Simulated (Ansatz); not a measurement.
## As (buckled honeycomb monolayer): the G0W0 gap against the k mesh

Wanted: mesh convergence of the gap correction in As (buckled honeycomb monolayer).

Main program and level: Ansatz 0.2.0; G0W0 on PBEsol, plane waves, PAW; PAW set soft_1.

This is a report of a sequence of runs, with the program logs left out and the cost of each run kept.

### Step 1. Set-up

The cell holds 2 atoms: 2 As. Cell: a = 3.544 Å, b = 3.544 Å, c = 26.000 Å, α = 90.0°, β = 90.0°, γ = 120.0°. Vacuum lies along c.

The structure was relaxed with PBEsol. The runs that relaxed it are not among those shown. The Coulomb interaction is cut off across the vacuum.

### Step 2. The 3×3×1 mesh

Now the one-shot GW correction: screening in the RPA, then the self-energy of the levels asked for. This step takes PAW set soft_1 files.

input.yaml

```yaml
crystal:
  lattice:
    - [3.5443329079, 0.0, 0.0]
    - [-1.7721664539, 3.0694823377, 0.0]
    - [0.0, 0.0, 26.0]
  atoms:
    - { symbol: As, position: [0.3333333333, 0.6666666667, 0.4732851741] }
    - { symbol: As, position: [0.6666666667, 0.3333333333, 0.5267148259] }
  periodic: [true, true, false]
kpoints:
  mp_grid: { grid: [3, 3, 1] }
hamiltonian:
  xc: pbesol
  pseudopotentials: { kind: paw, azcp: { folder: soft_1 }, xc_functional: pbe }
scf:
  occupations: { method: fixed }
gw:
  n_empty_bands: 254
  ecut_chi: 54.0
  qp_bands: [v2, c2]
  qp_kpoints: band_edges
  screening: { model: contour_deformation }
```

Started as:

```
$ ansatz run input.yaml --threads 4 --pin off --max-ram 17510MiB --backend cpu --events-out ev --progress --plain --runs-dir out
```

The job ended after 10 s (4 threads of Arm Neoverse V1, shared host; peak memory 1 GiB; 37 s of CPU time).

Read from the output:

| Item | Value |
| --- | --- |
| bands summed | 269 |
| plane waves in the screening matrix | 259 |
| q-points in the mesh | 9 |
| G0W0 gap on the mesh | 1.848 eV |
| k of the valence top | 0, 0, 0 |
| k of the conduction bottom | 0, 0.3333, 0 |
| starting gap on the mesh | 1.434 eV |
| Z at the valence top | 0.7203 |
| Z at the conduction bottom | 0.7307 |
| least direct G0W0 gap on the computed points | 2.739 eV |

The gap on the mesh goes from 1.43 eV to 1.85 eV, a correction of +0.41 eV. Between the two edge states, bare exchange in place of the xc potential would open the gap by 5.91 eV, and correlation takes back 5.50 eV.

### Step 3. The 6×6×1 mesh

A second mesh at equal bands and cutoff isolates the sampling error.

input.yaml: that of step 2 with these lines changed.

```diff
@@ -10,3 +10,3 @@
 kpoints:
-  mp_grid: { grid: [3, 3, 1] }
+  mp_grid: { grid: [6, 6, 1] }
 hamiltonian:
```

Wall time 45 s (4 threads); peak memory 1.3 GiB.

Read from the output:

```yaml
bands_summed: 269
plane_waves_in_the_screening_matrix: 259
q_points_in_the_mesh: 36
g0w0_gap_on_the_mesh: 2.247 eV
k_of_the_valence_top: 0, 0, 0
k_of_the_conduction_bottom: 0, 0.3333, 0
starting_gap_on_the_mesh: 1.480 eV
z_at_the_valence_top: 0.7355
z_at_the_conduction_bottom: 0.7444
least_direct_g0w0_gap_on_the_computed_points: 3.127 eV
```

Against the run with 3×3×1 mesh, 254 empty bands, screening to 54 eV, PAW set soft_1 files, the gap moves by +0.40 eV, while the start moved by +0.05 eV.

### Step 4. The 9×9×1 mesh

input.yaml: that of step 3 with these lines changed.

```diff
@@ -10,3 +10,3 @@
 kpoints:
-  mp_grid: { grid: [6, 6, 1] }
+  mp_grid: { grid: [9, 9, 1] }
 hamiltonian:
```

The job ended after 2.3 min (4 threads; peak memory 1.3 GiB; 9 min of CPU time).

Read from the output:

```
bands summed                                 : 269
plane waves in the screening matrix          : 259
G0W0 gap on the mesh                         : 2.329 eV
k of the valence top                         : 0, 0, 0
k of the conduction bottom                   : 0, 0.3333, 0
starting gap on the mesh                     : 1.484 eV
least direct G0W0 gap on the computed points : 3.204 eV
```

Against the run with 6×6×1 mesh, 254 empty bands, screening to 54 eV, PAW set soft_1 files, the gap moves by +0.08 eV.

### Step 5. The meshes together

Times are wall times on 4 threads of Arm Neoverse V1, shared host, good to a factor of about two.

| mesh | points | irreducible | start (eV) | G0W0 (eV) | shift (eV) | mean of 1 + 4πα/V (set by the cell height) | time |
| --- | --- | --- | --- | --- | --- | --- | --- |
| 3×3×1 | 9 | 3 | 1.434 | 1.848 | +0.413 | 5.21 | 10 s |
| 6×6×1 | 36 | 7 | 1.480 | 2.247 | +0.767 | 3.06 | 45 s |
| 9×9×1 | 81 | 12 | 1.484 | 2.329 | +0.845 | 2.67 | 2.3 min |

### Step 6. Summary of results

| Property | Result |
| --- | --- |
| 3×3×1 | 1.848 eV (shift +0.413) |
| 6×6×1 | 2.247 eV (shift +0.767) |
| 9×9×1 | 2.329 eV (shift +0.845) |
| settings | PBEsol start, 254 empty bands, 54 eV |

What this shows: The shift is +0.41 eV on 3×3×1 and +0.85 eV on 9×9×1; the last step moves it by +0.078 eV. The mean of 1 + 4πα/V (set by the cell height) ranges from 2.67 to 5.21 and ends at 2.67; the coarsest mesh overstates it. From 9 to 81 points the time grows 14-fold. Bands and cutoff are modest here, so the values stand short of the basis limit. The many-body steps are scalar-relativistic: spin-orbit coupling is not in them.

[Long decimals in the printed logs are rounded to 6 places.]

[Logs are printed without paths, hosts, clocks, repeated set-up lines and the standing remarks that a program may print on its own settings, such as how far it seeks lower states.]

[Paths, hosts, dates, memory and timing lines, banners, echoed tables and standing remarks are left out of the program output; an Ansatz launch command may be rebuilt from the run's recorded settings. Measured values are a selection of at most five: reports struck by readers or far from the other reports are left out. None is set beside runs whose start may be inverted or whose files or cutoffs have a known fault.]

[Runs of the session that timed out or met a known fault of the program may be left out.]

[Cells called generated may have been cut or substituted from an entry of the Crystallography Open Database or the Materials Project.]

[Hosts, paths, dates, database ids (printed as entryN), source tags and the programs' standing remarks are cut or masked in the printed files.]

[Where the starting crystal was built by hand or by swapping elements, it need not be the compound's stable phase.]
